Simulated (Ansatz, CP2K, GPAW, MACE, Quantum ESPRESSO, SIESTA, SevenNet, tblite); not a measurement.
# GPAW runs on random rock-salt alloy of CaS and PbS (64 atoms), part 2 of 2

Aim: run random rock-salt alloy of CaS and PbS (64 atoms) in GPAW and see how near its forces come to a plane-wave reference, and at what cost.

Program: GPAW 26.7.0; the method stands at each step. Banners, paths, timers and routine set-up lines are dropped from the logs unmarked, and long logs keep their key lines alone; longer cuts are marked.

So far. Step 3 (PBE, plane waves 550 eV): Against the first run (12 %), the force difference from the reference is 3.9 %, at 2.2 times the CPU time (on 2 against 1 cores) (16 SCF steps against 10). Step 4 (PBE, LCAO dzp, h 0.15 Å): Against the first run (12 %), the force difference from the reference is 9.7 %, at 1.8 times the CPU time: the tighter setting removes part of the difference.

## (5) PBE, LCAO szp(dzp), h 0.2 Å

Method: Kohn-Sham DFT, PBE, PAW, atomic orbitals (szp(dzp)).

The input, run.py:

```python
import numpy as np
from ase.io import read
from gpaw import GPAW, FermiDirac

atoms = read("structure.xyz")
atoms.calc = GPAW(
    mode="lcao",
    basis="szp(dzp)",
    h=0.2,
    xc="PBE",
    kpts={"size": (1, 1, 1), "gamma": True},
    occupations=FermiDirac(0.05),
    maxiter=200,
    symmetry={"point_group": False},
    txt="gpaw.txt",
)
energy = atoms.get_potential_energy(force_consistent=True)
forces = atoms.get_forces()
print(f"energy {energy:.6f} eV")
print("forces (eV/A)")
for i, (a, f) in enumerate(zip(atoms, forces)):
    print(f"{i:4d} {a.symbol:2s} {f[0]:10.5f} {f[1]:10.5f} {f[2]:10.5f}")
print(f"Fermi level {atoms.calc.get_fermi_level():.4f} eV")
for k in range(len(atoms.calc.get_ibz_k_points())):
    for s in range(atoms.calc.get_number_of_spins()):
        e = atoms.calc.get_eigenvalues(kpt=k, spin=s)
        n = np.searchsorted(e, atoms.calc.get_fermi_level())
        print(f"k {k} spin {s} levels about the Fermi level:", np.round(e[max(n - 6, 0):n], 4).tolist(), "|", np.round(e[n:n + 6], 4).tolist())
```

The input, structure.xyz:

```xyz
64
Lattice="11.68760 0.00000 0.00000 0.00000 11.68760 0.00000 0.00000 0.00000 11.68760" Properties=species:S:1:pos:R:3 pbc="T T T"
[... 64 atom lines left out: the same atoms as in the first run ...]
```

On the command line:

```bash
> OMP_NUM_THREADS=1 python run.py > output.txt
```

The program printed:

```text
energy -274.026582 eV
forces (eV/A)
   0 Pb   -0.20000   -0.34790   -0.05766
   1 S     0.27420    0.49230    0.11002
   2 Pb    0.14505    0.37712    0.17386
   3 S    -0.29643   -0.01061   -0.08974
   4 Ca    0.12970    0.24946   -0.54540
   5 S     0.26260   -0.14497    0.17106
   6 Ca    0.12453   -0.13264    0.16177
   7 S     0.27462    0.01666   -0.38129
   8 Pb   -0.17372   -0.14243    0.14168
   9 S     0.65545   -0.09396   -0.06448
  10 Ca   -0.00033    0.36298   -0.42961
  11 S    -0.32958   -0.76363    0.57930
  12 Ca   -0.35196   -0.48089    0.23022
  13 S     0.26900    0.57165    0.06738
  14 Pb   -0.24216    0.01365   -0.38994
  15 S    -0.62550   -0.27714    0.42834
  16 Pb   -0.05088    0.31983    0.00405
  17 S     0.51413   -0.50090    0.86141
  18 Pb    0.19088   -0.11171   -0.15848
  19 S     0.21379    0.21117    0.81458
  20 Ca   -0.05680   -0.13101   -0.08129
  21 S     0.04065   -0.05440   -0.27313
  22 Pb   -0.36803    0.04053    0.06096
  23 S    -0.47046   -0.09969    0.17808
[...]
56 Pb    0.09473   -0.13610   -0.41048
  57 S    -0.26941   -0.52137   -0.01636
  58 Ca   -0.57007   -0.09423   -0.00039
  59 S    -0.48225    0.05242    0.25133
  60 Pb    0.27822   -0.09330   -0.21272
  61 S    -0.49974    0.28484    1.14394
  62 Pb    0.40554   -0.60825    0.40646
  63 S    -0.08431    0.55860    0.10265
Fermi level 6.6643 eV
k 0 spin 0 levels about the Fermi level: [5.4066, 5.5192, 5.6433, 5.9051, 6.0102, 6.0951] | [7.2536, 7.2688, 7.4073, 7.4477, 7.8819, 7.9137]
```

gpaw.txt:

```text
Input parameters:
  mode=LCAO(),
  basis={'default': 'szp(dzp)'},
  h=0.2,
  kpts=MonkhorstPack(size=(1, 1, 1), gamma=True),
  maxiter=200,
  occupations=Occupations(name='fermi-dirac', width=0.05, fixmagmom=False),
  symmetry=Symmetry(point_group=False),
  xc=XC(name='PBE')
Unit cell  # Å
| periodic |         x |         y |         z |   lengths |    angles |
[... lines left out ...]
  Fermi-Dirac:
[... lines left out ...]
convergence criteria:
- Maximum [total energy] change in last 3 cyles: 0.0005 eV / valence electron
[... lines left out ...]
Converged in 10 steps
[... lines left out ...]
  Free energy:    -274.026582
  Extrapolated:   -274.026564
dipole moment: (83.837449, -124.930266, 483.085012)  # |e|*Ang
Fermi level: 6.664
Eigenvalues  # (at kpt = [0.000, 0.000, 0.000])
| band index |      eig [eV] | occ [0-2] |
|------------|---------------|-----------|
|          0 |       -34.964 |     2.000 |
|        ... |               |           |
|        288 |         5.234 |     2.000 |
|        289 |         5.292 |     2.000 |
[...]
|        303 |         7.991 |     0.000 |
|        ... |               |           |
|        359 |        10.252 |     0.000 |
Gap: 1.159 eV
Transition (v -> c):
  (s=0, k=0, n=295, [0.00, 0.00, 0.00]) -> (s=0, k=0, n=296, [0.00, 0.00, 0.00])
No difference between direct/indirect transitions
Force computation time: 24.809  # s
timing:  # [seconds]
  Total:  141.372  # ━━━━━━━━━━━━━━━━━━━━━━━━━━━━━━━━━━━━━━━━━━━━━━━━━━━━━━━━
  Init:     8.579  # ━━━╸
  SCF:    107.956  # ━━━━━━━━━━━━━━━━━━━━━━━━━━━━━━━━━━━━━━━━━━━
  Forces:  24.809  # ━━━━━━━━━━
```

The job ended after 2.4 min (1 thread of Arm Neoverse V2, shared host; peak memory 1.8 GiB).

Numbers from this run, and their distance from the reference:

- r.m.s. force component: 0.3674 eV/Å
- r.m.s. difference of force components: 49.32 meV/Å
- longest difference of force vectors: 205.9 meV/Å
- force difference over r.m.s. force: 14.84 %
- slope of forces against the reference's: 1.1
- correlation of force components: 0.9951
- gap (highest filled to lowest empty level): 1.159 eV
- gap difference: 0.0926 eV

This is a coarse setting, run to see what it loses.

Against the first run (12 %), the force difference from the reference is 15 %, at 0.68 times the CPU time, with 760 basis functions against 1224: the smaller basis costs accuracy.

## (6) PBE, LCAO sz(dzp), h 0.2 Å

Method: Kohn-Sham DFT, PBE, PAW, atomic orbitals (sz(dzp)).

run.py, as its differences from that of step 5:

```diff
@@ -7,3 +7,3 @@
     mode="lcao",
-    basis="szp(dzp)",
+    basis="sz(dzp)",
     h=0.2,
```

structure.xyz is that of step 5.

The program printed:

```text
energy -260.929221 eV
forces (eV/A)
   0 Pb   -0.25243   -0.42095   -0.06164
   1 S     0.42474    0.63559    0.11801
   2 Pb    0.14505    0.53502    0.16461
   3 S    -0.34819   -0.01056   -0.19781
   4 Ca    0.17205    0.25472   -0.59200
   5 S     0.38393   -0.22150    0.16268
[...]
61 S    -0.56570    0.39492    1.38871
  62 Pb    0.39747   -0.72762    0.58909
  63 S    -0.19299    0.70228    0.21122
Fermi level 6.9077 eV
k 0 spin 0 levels about the Fermi level: [5.6152, 5.7379, 5.8653, 6.1092, 6.2238, 6.335] | [7.5034, 7.5197, 7.6754, 7.7107, 8.1826, 8.2198]
```

gpaw.txt:

```text
Input parameters:
  mode=LCAO(),
  basis={'default': 'sz(dzp)'},
  h=0.2,
  kpts=MonkhorstPack(size=(1, 1, 1), gamma=True),
  maxiter=200,
  occupations=Occupations(name='fermi-dirac', width=0.05, fixmagmom=False),
[... lines left out ...]
  Fermi-Dirac:
[... lines left out ...]
convergence criteria:
- Maximum [total energy] change in last 3 cyles: 0.0005 eV / valence electron
[... lines left out ...]
Converged in 9 steps
[... lines left out ...]
  Free energy:    -260.929221
[... lines left out ...]
Fermi level: 6.908
[... lines left out ...]
|        ... |               |           |
|        359 |        10.578 |     0.000 |
Gap: 1.168 eV
Transition (v -> c):
  (s=0, k=0, n=295, [0.00, 0.00, 0.00]) -> (s=0, k=0, n=296, [0.00, 0.00, 0.00])
No difference between direct/indirect transitions
Force computation time: 10.304  # s
timing:  # [seconds]
  Total:  62.245  # ━━━━━━━━━━━━━━━━━━━━━━━━━━━━━━━━━━━━━━━━━━━━━━━━━━━━━━━━━
  Init:    7.811  # ━━━━━━━
  SCF:    44.104  # ━━━━━━━━━━━━━━━━━━━━━━━━━━━━━━━━━━━━━━━━╸
  Forces: 10.304  # ━━━━━━━━━╸
```

It took 64 s on 1 thread; peak memory 1.5 GiB.

Numbers from this run, and their distance from the reference:

| Item | Value |
| --- | --- |
| r.m.s. force component | 0.45 eV/Å |
| r.m.s. difference of force components | 132.6 meV/Å |
| longest difference of force vectors | 429.4 meV/Å |
| force difference over r.m.s. force | 39.92 % |
| slope of forces against the reference's | 1.337 |
| correlation of force components | 0.9875 |
| gap (highest filled to lowest empty level) | 1.168 eV |
| gap difference | 0.1025 eV |

This is a coarse setting, run to see what it loses.

Against the first run (12 %), the force difference from the reference is 40 %, at 0.30 times the CPU time, with 464 basis functions against 1224: the smaller basis costs accuracy.

## (7) Side by side

Differences are against the plane-wave reference, forces as r.m.s. over components; share is that over the reference's r.m.s. force, slope the least-squares factor from reference forces to these. Total energies of different programs have different zeros and aren't compared.

```
                                      run  Δ force, r.m.s. (meV/Å)  share (%)  slope  Δ pressure (GPa)  Δ gap (eV)  cores  CPU time  memory (GiB)
                                reference                        -          -      -                 -           -      8      70 s           1.9
              GPAW PBE, LCAO dzp, h 0.2 Å                     38.9       11.7  1.063                 -      0.0259      1   3.5 min           1.9
             GPAW PBE, plane waves 550 eV                     13.0       3.90  0.973           -0.0959     -0.0464      2   7.8 min           1.8
             GPAW PBE, LCAO dzp, h 0.15 Å                     32.1       9.65  1.069                 -      0.0256      1   6.3 min           3.5
GPAW PBE, LCAO szp(dzp), h 0.2 Å (coarse)                     49.3       14.8  1.100                 -      0.0926      1   2.4 min           1.8
 GPAW PBE, LCAO sz(dzp), h 0.2 Å (coarse)                      133       39.9  1.337                 -       0.102      1      64 s           1.5
```

Rows marked coarse were listed beforehand as settings not expected to be converged; some can still land near the reference.

CPU time is summed over cores on a shared host, where runs went side by side, so it is rough. Symmetry, cutoffs, thresholds, outputs and thread counts weren't matched or tuned between programs; memory under MPI is the largest rank's times the ranks.

Within one program, basis, potentials and functional, energies share a zero. Each run against its twin at the usual cutoff or grid and solver:

```
                         run               twin  Δ energy (meV/atom)  Δ force, r.m.s. (meV/Å)  CPU time over the twin's
GPAW PBE, LCAO dzp, h 0.15 Å  LCAO dzp, h 0.2 Å                -23.8                     27.3                       1.8
```

## (8) What came out

```
nearest in forces : GPAW PBE, plane waves 550 eV, 3.9 %
its CPU time      : 7.8 min
```

**Reading.** PBE on plane waves or a grid with other potentials, cutoffs or grids, coarse settings apart, differs from the reference by 3.9 % (GPAW PBE, plane waves 550 eV) of the r.m.s. force; this holds the reference's own error, so differences of a few per cent don't tell which side is nearer the exact PBE result. The PBE runs in local orbitals, coarse settings apart, differ by 9.7 % (GPAW PBE, LCAO dzp, h 0.15 Å) to 12 % (GPAW PBE, LCAO dzp, h 0.2 Å); basis, grid and potentials can all enter. Runs with settings chosen to be coarse differ by 15 % (GPAW PBE, LCAO szp(dzp), h 0.2 Å) to 40 % (GPAW PBE, LCAO sz(dzp), h 0.2 Å), their programs' other errors included. None of the electronic-structure runs in the table takes under half the reference's CPU time of 70 s; they take 0.90 to 6.6 times as much. GPAW PBE, LCAO sz(dzp), h 0.2 Å stiffens the forces by a factor of 1.34 while following their directions (correlation 0.988); the slopes of the 5 GPAW runs lie between 0.97 and 1.34. At the same functional, gaps differ from the reference's 1.07 eV by between -0.05 and +0.10 eV. These are spacings on the run's k-points, which needn't hold the band edges. The host structure and its lattice constant were typed by rule, without a check against the phase diagram. The reference's pressure of 3.3 GPa belongs to a cell and atoms that aren't relaxed at this level. The electronic-structure runs sample only Γ, in a cell whose shortest periodic width is 12 Å. Spin–orbit coupling is left out, which matters for the levels of the heavy elements.

[Also dropped from logs without a mark: logging warnings of Python, and SIESTA's first energy breakdown and zero terms.]

[Logs are printed without paths, hosts, clocks, repeated set-up lines and the standing remarks that a program may print on its own settings, such as how far it seeks lower states.]

[Hosts, paths, dates, database ids (printed as entryN), source tags and the programs' standing remarks are cut or masked in the printed files.]
